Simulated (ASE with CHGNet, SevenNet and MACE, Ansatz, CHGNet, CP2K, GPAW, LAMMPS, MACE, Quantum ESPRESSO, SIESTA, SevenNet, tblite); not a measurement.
# Glassy 77Na2O-23TiO2 (mol %) (66 atoms) in machine-learned potentials

Wanted: machine-learned potentials inputs and outputs for glassy 77Na2O-23TiO2 (mol %) (66 atoms), checked against a plane-wave reference.

Calculated with ASE with CHGNet, SevenNet and MACE; the method is named at each step.

## 1. Set-up

The cell holds 66 atoms: 34 Na, 5 Ti and 27 O. Its edges and angles: a = 9.229 Å, b = 9.229 Å, c = 9.229 Å, α = 90.0°, β = 90.0°, γ = 90.0°. 66 atoms (34 Na, 5 Ti, 27 O) placed at random at 3.15 g/cm³, melted at 4000 K for 10 ps at fixed volume with the Morse and Coulomb pair potential with partial charges (Pedone, Malavasi, Menziani, Cormack and Segre, J. Phys. Chem. B 110, 11780 (2006)). Quenched from 4000 K to 300 K at 10 K/ps and fixed volume, held 10 ps at zero pressure.

The yardstick, on the same geometry:

* method: Kohn-Sham DFT, PBE, SSSP efficiency 1.3.0 pseudopotentials, plane waves (Quantum ESPRESSO 7.5); sssp-pbe-1.3.0-efficiency, cutoffs 60/480 Ry, Γ point
* r.m.s. force component: 0.6926 eV/Å
* longest force: 3.616 eV/Å
* pressure: 7.694 GPa
* gap (highest filled to lowest empty level): 2.301 eV
* time: 3.9 min on 2 MPI ranks of Arm Neoverse V1, shared host
* CPU time: 7.9 min

## 2. CHGNet 0.3.0 potential

Method: machine-learned interatomic potential CHGNet 0.3.0, trained on PBE(+U) plane-wave data.

The input, run.py:

```python
import numpy as np
from ase.io import read
import mlip  # loads the published weights by name

atoms = read("structure.xyz")
atoms.calc = mlip.calc("chgnet-0.3.0")
energy = atoms.get_potential_energy()
forces = atoms.get_forces()
print(f"energy {energy:.6f} eV")
print("forces (eV/A)")
for i, (a, f) in enumerate(zip(atoms, forces)):
    print(f"{i:4d} {a.symbol:2s} {f[0]:10.5f} {f[1]:10.5f} {f[2]:10.5f}")
stress = -atoms.get_stress(voigt=False) * 160.21766
print("stress (GPa, compression positive)")
for row in stress:
    print(" ".join(f"{x:10.4f}" for x in row))
```

The input, structure.xyz:

```xyz
66
Lattice="9.22896 0.00000 0.00000 0.00000 9.22896 0.00000 0.00000 0.00000 9.22896" Properties=species:S:1:pos:R:3 pbc="T T T"
Na 2.27669 2.06424 3.11071
Na 0.89761 9.11415 4.33669
Na 3.38149 4.21302 2.34056
Na 8.96354 2.71654 2.81225
Na 1.27849 5.32280 3.16443
Na 5.12060 4.49506 3.67922
Na 5.43613 8.89395 8.70817
Na 2.33013 1.98450 8.63443
Na 6.60083 5.82597 8.88657
Na 8.93899 7.10621 4.61909
Na 8.12970 1.30055 5.72703
Na 4.58605 4.88341 5.95452
Na 0.54802 8.68224 7.45709
Na 3.50784 1.08680 1.07850
Na 3.27065 8.98559 6.90548
Na 4.27615 7.01004 0.35144
Na 7.52492 4.76260 4.67788
Na 5.44139 1.37991 6.90280
Na 6.24311 6.16771 2.21726
Na 2.66874 4.94211 0.08417
Na 8.74361 5.11912 1.20650
Na 3.44969 6.63119 4.17232
Na 2.83421 6.54186 7.36637
Na 0.16898 2.02465 0.47972
Na 5.19147 9.15771 3.13129
Na 6.77599 2.08141 4.06628
Na 7.74337 1.50875 8.26712
Na 3.09373 9.06598 4.51259
Na 5.14505 3.92988 7.81148
Na 0.70325 5.68762 6.53687
Na 0.37257 4.08612 8.55921
Na 4.28427 2.08187 4.84059
Na 8.14650 7.48598 8.43121
Na 7.92546 3.86906 6.84595
Ti 6.03611 2.91192 1.16091
Ti 1.61525 7.85274 1.11883
Ti 7.93128 8.80997 1.86370
Ti 1.75101 3.19387 5.92813
Ti 6.14667 7.57670 5.95997
O 2.51120 4.18921 7.14340
O 1.71696 7.47195 5.59450
O 2.00555 9.19020 2.49117
O 6.43775 7.91153 1.20438
O 7.27122 3.68309 9.03045
O 2.43534 1.51023 5.72352
O 1.41102 3.53349 1.39440
O 7.98527 0.06580 3.66436
O 4.81973 2.19123 2.66283
O 6.10708 3.18602 5.77973
O 7.18207 8.89136 7.02232
O 2.74248 6.66986 1.89424
O 0.05141 9.07216 0.48175
O 4.96389 6.89126 7.16223
O 7.13214 3.94114 2.51978
O 5.79985 6.63470 4.47106
O 7.27297 1.36192 1.46344
[... 6 atom lines left out ...]
O 0.44022 2.35172 7.33509
O 0.24152 3.69694 5.07667
O 7.63992 6.31445 6.39272
O 5.01169 4.58107 0.91911
```

Started as:

```bash
OMP_NUM_THREADS=1 python run.py > output.txt
```

Log:

```text
CHGNet v0.3.0 initialized with 412,525 parameters
CHGNet will run on cpu
energy -339.450317 eV
forces (eV/A)
   0 Na    0.03538    0.55175    0.05691
   1 Na   -0.53974    0.27578   -0.26795
   2 Na   -0.27822   -0.38506   -0.68613
   3 Na   -0.30062    0.02889    0.20759
   4 Na   -0.03378   -0.14095    0.13891
   5 Na    0.85862   -0.89602   -0.21386
   6 Na    0.48244    0.38260    0.03317
   7 Na    0.34288    0.19916   -0.95861
   8 Na   -0.47548   -0.44141   -0.55341
   9 Na   -0.86843    0.40803   -0.29011
  10 Na    0.43014   -0.19374    0.20487
  11 Na   -0.31636    0.40338   -0.27542
  12 Na    0.56463    0.30686   -0.14559
  13 Na    0.39713   -0.23571    0.91884
  14 Na    0.03065   -0.13772   -0.23307
  15 Na    0.06167   -0.11656    0.55253
  16 Na   -0.29925    0.22205   -0.21704
  17 Na    0.35928    0.09564   -0.12551
  18 Na    0.25749   -0.84412    0.96083
  19 Na   -0.11841   -0.15357    0.57313
  20 Na   -0.10746    0.22809    0.51636
  21 Na   -0.32059    0.08838    0.04653
  22 Na   -0.68450    0.24133   -0.12459
  23 Na   -0.48443   -0.59408    0.56977
[...]
58 O    -0.10371   -0.57211   -1.08056
  59 O     0.00284   -0.89606    0.57321
  60 O     1.11220    0.54353   -0.98741
  61 O     0.20439   -0.19310   -0.37775
  62 O    -0.59855   -0.60651    0.78349
  63 O    -1.43332    0.71273   -1.16278
  64 O     0.87522   -0.62912    0.45251
  65 O    -0.95168    1.11866   -0.38260
stress (GPa, compression positive)
    6.3756    -0.1418     0.3694
   -0.1418     4.9923    -0.5782
    0.3694    -0.5782     7.1303
```

Wall time 5.4 s (1 thread of Arm Neoverse V1, shared host); peak memory 1.2 GiB.

Banners, paths, timers and routine set-up lines are dropped from the logs unmarked, and long logs keep their key lines alone; longer cuts are marked.

Numbers from this run, and their distance from the reference:

| Quantity | Value |
| --- | --- |
| r.m.s. force component | 0.7035 eV/Å |
| r.m.s. difference of force components | 137.6 meV/Å |
| longest difference of force vectors | 670.3 meV/Å |
| force difference over r.m.s. force | 19.87 % |
| slope of forces against the reference's | 0.9961 |
| correlation of force components | 0.9807 |
| pressure | 6.166 GPa |
| pressure difference | -1.528 GPa |

Length of the force difference by element (eV/Å):

```
element  atoms  mean  most
     Na     34  0.18  0.35
      O     27  0.25  0.67
     Ti      5  0.21  0.31
```

A closer look about O46, picked at random: 10 atoms, nearest first, numbered in the order of the input, with positions taken from that point.

```
atom      x      y      z  distance (Å)  bonds     Fx     Fy  Fz (eV/Å)
 O46   0.00   0.00   0.00          0.00      9  -0.02  -0.42      -0.01
Na24  -1.24  -1.51  -0.91          2.16      5  -0.48  -0.59       0.57
 Na3   1.97   0.68   0.95          2.29      5  -0.28  -0.39      -0.69
Na20   1.26   1.41  -1.31          2.30      5  -0.12  -0.15       0.57
 Na4  -1.68  -0.82   1.42          2.34      4  -0.30   0.03       0.21
Na31  -1.04   0.55  -2.06          2.38      5   0.45   0.56       0.11
 Na1   0.87  -1.47   1.72          2.42      5   0.04   0.55       0.06
Na21  -1.90   1.59  -0.19          2.48      5  -0.11   0.23       0.52
 Na5  -0.13   1.79   1.77          2.52      5  -0.03  -0.14       0.14
 Na8   0.92  -1.55  -1.99          2.68      5   0.34   0.20      -0.96
```

Atoms are counted from 1 here, from 0 in the log.

Forces lie 20 % from the reference's, at 0.011 times its CPU time (on 1 against 2 cores).

## 3. SevenNet l3i5 potential

Method: machine-learned interatomic potential SevenNet l3i5, trained on PBE(+U) plane-wave data.

run.py, as its differences from that of step 2:

```diff
@@ -5,3 +5,3 @@
 atoms = read("structure.xyz")
-atoms.calc = mlip.calc("chgnet-0.3.0")
+atoms.calc = mlip.calc("7net-l3i5")
 energy = atoms.get_potential_energy()
```

structure.xyz is that of step 2.

Log:

```text
energy -320.112488 eV
forces (eV/A)
   0 Na    0.11035    0.67975   -0.01998
   1 Na   -0.82501    0.27469   -0.24389
   2 Na   -0.38493   -0.34932   -0.80421
   3 Na   -0.36427   -0.01982    0.20838
   4 Na   -0.15188   -0.09527    0.09382
   5 Na    0.97640   -1.05977   -0.18593
   6 Na    0.51552    0.36989    0.21393
   7 Na    0.27238    0.12675   -1.05446
   8 Na   -0.59767   -0.47368   -0.50418
   9 Na   -0.86993    0.36960   -0.45204
  10 Na    0.43621   -0.29870    0.20182
  11 Na   -0.36781    0.46226   -0.20737
  12 Na    0.70225    0.42272   -0.13824
  13 Na    0.59399   -0.35456    1.10999
  14 Na   -0.04327   -0.19072   -0.22209
  15 Na    0.36083   -0.19633    0.54660
  16 Na   -0.34899    0.27098   -0.37964
  17 Na    0.37674    0.16026   -0.11559
  18 Na    0.32599   -0.88520    1.12472
  19 Na   -0.04200   -0.23834    0.60955
  20 Na   -0.09619    0.23558    0.59387
  21 Na   -0.42026    0.19609    0.02424
  22 Na   -0.65395    0.37668   -0.12501
  23 Na   -0.61535   -0.65749    0.39110
[...]
58 O    -0.32671   -0.58033   -1.09406
  59 O     0.22352   -0.82644    0.48316
  60 O     1.06534    0.61028   -0.80130
  61 O     0.08006   -0.29836   -0.18390
  62 O    -0.24868   -0.73437    0.40971
  63 O    -1.63969    0.80258   -1.42068
  64 O     0.89772   -0.60192    0.50670
  65 O    -0.83371    1.10678   -0.39525
stress (GPa, compression positive)
    7.6326    -0.5044     0.1546
   -0.5044     5.8190    -0.4559
    0.1546    -0.4559     8.6430
```

Wall time 13 s (1 thread); peak memory 1.4 GiB.

Against the reference:

```yaml
r_m_s_force_component: 0.7191 eV/Å
r_m_s_difference_of_force_components: 82.36 meV/Å
longest_difference_of_force_vectors: 371.9 meV/Å
force_difference_over_r_m_s_force: 11.89 %
slope_of_forces_against_the_reference_s: 1.032
correlation_of_force_components: 0.9939
pressure: 7.365 GPa
pressure_difference: -0.3294 GPa
```

Against the first run (20 %), the force difference from the reference is 12 %, at 2.4 times the CPU time.

## 4. MACE MP-0b3 medium potential

Method: machine-learned interatomic potential MACE MP-0b3 medium, trained on PBE(+U) plane-wave data.

run.py, as its differences from that of step 3:

```diff
@@ -5,3 +5,3 @@
 atoms = read("structure.xyz")
-atoms.calc = mlip.calc("7net-l3i5")
+atoms.calc = mlip.calc("mace-mp-0b3-medium")
 energy = atoms.get_potential_energy()
```

structure.xyz is that of step 3.

Log:

```text
energy -321.445777 eV
forces (eV/A)
   0 Na    0.07996    0.62786    0.01716
   1 Na   -0.84802    0.34370   -0.19604
   2 Na   -0.38754   -0.36625   -0.75524
   3 Na   -0.31392    0.04833    0.26762
   4 Na   -0.18802   -0.04748    0.13723
   5 Na    0.98647   -0.91933   -0.13896
   6 Na    0.47600    0.36729    0.12927
   7 Na    0.32645    0.18651   -1.09952
   8 Na   -0.50141   -0.47107   -0.51798
   9 Na   -0.87529    0.29888   -0.41425
  10 Na    0.43886   -0.24773    0.22066
  11 Na   -0.39637    0.51291   -0.28928
  12 Na    0.70655    0.40845   -0.16431
  13 Na    0.55849   -0.30278    1.05395
  14 Na   -0.04238   -0.17188   -0.18512
  15 Na    0.23770   -0.16110    0.53407
  16 Na   -0.35343    0.20009   -0.34544
  17 Na    0.35113    0.07588   -0.08745
  18 Na    0.28400   -0.92387    1.05289
  19 Na   -0.02612   -0.22341    0.54667
  20 Na   -0.09280    0.21133    0.65760
  21 Na   -0.39340    0.17605    0.05919
  22 Na   -0.60624    0.26860   -0.13324
  23 Na   -0.58122   -0.70802    0.43718
[...]
58 O    -0.18293   -0.46157   -0.88390
  59 O     0.08991   -0.88222    0.46545
  60 O     0.92221    0.52856   -0.71334
  61 O     0.19065   -0.26794   -0.28396
  62 O    -0.15604   -0.62438    0.22371
  63 O    -1.68076    0.85408   -1.36728
  64 O     0.87408   -0.54960    0.46575
  65 O    -0.89245    1.21800   -0.51059
stress (GPa, compression positive)
    7.1976    -0.4477     0.2618
   -0.4477     5.6313    -0.4651
    0.2618    -0.4651     8.0906
```

Wall time 9.3 s (1 thread); peak memory 0.99 GiB.

Numbers from this run, and their distance from the reference:

```yaml
r_m_s_force_component: 0.7257 eV/Å
r_m_s_difference_of_force_components: 98.7 meV/Å
longest_difference_of_force_vectors: 524.1 meV/Å
force_difference_over_r_m_s_force: 14.25 %
slope_of_forces_against_the_reference_s: 1.039
correlation_of_force_components: 0.9914
pressure: 6.973 GPa
pressure_difference: -0.7211 GPa
```

Against the first run (20 %), the force difference from the reference is 14 %, at 1.8 times the CPU time.

## 5. Side by side

Differences are against the plane-wave reference, forces as r.m.s. over components; share is that over the reference's r.m.s. force, slope the least-squares factor from reference forces to these. Total energies of different programs have different zeros and aren't compared.

```
                         run  Δ force, r.m.s. (meV/Å)  share (%)  slope  Δ pressure (GPa)  cores  CPU time  memory (GiB)
                   reference                        -          -      -                 -      2   7.9 min           2.1
      CHGNet 0.3.0 potential                      138       19.9  0.996             -1.53      1       5 s           1.2
     SevenNet l3i5 potential                     82.4       11.9  1.032            -0.329      1      12 s           1.4
MACE MP-0b3 medium potential                     98.7       14.3  1.039            -0.721      1     9.3 s          0.99
```

Times of the machine-learned potentials are mostly Python's start and the loading of weights.

CPU time is summed over cores on a shared host, where runs went side by side, so it is rough. Symmetry, cutoffs, thresholds, outputs and thread counts weren't matched or tuned between programs; memory under MPI is the largest rank's times the ranks.

## 6. Summary of results

| Property | Result |
| --- | --- |
| nearest in forces | SevenNet l3i5 potential, 12 % |
| its CPU time | 12 s |

What this shows: Machine-learned potentials differ by 12 % (SevenNet l3i5 potential) to 20 % (CHGNet 0.3.0 potential); they were trained on other programs' data. The reference's pressure holds the uncorrected Pulay stress of its 60 Ry basis, so small pressure differences, and their order, may be the reference's own error. Machine-learned potentials mimic data converged in k, so the reference's own k-point error enters their differences. The quench rate of 10 K/ps is many orders above laboratory rates, so the cell is likely richer in defects and strain than a real sample. The network of bonds at the start is that of the classical potential that made the cell, and needn't be the one that DFT or experiment would give. The electronic-structure runs sample only Γ, in a cell whose shortest periodic width is 9 Å.

[Also dropped from logs without a mark: logging warnings of Python, and SIESTA's first energy breakdown and zero terms.]

[Logs are printed without paths, hosts, clocks, repeated set-up lines and the standing remarks that a program may print on its own settings, such as how far it seeks lower states.]

[Hosts, paths, dates, database ids (printed as entryN), source tags and the programs' standing remarks are cut or masked in the printed files.]
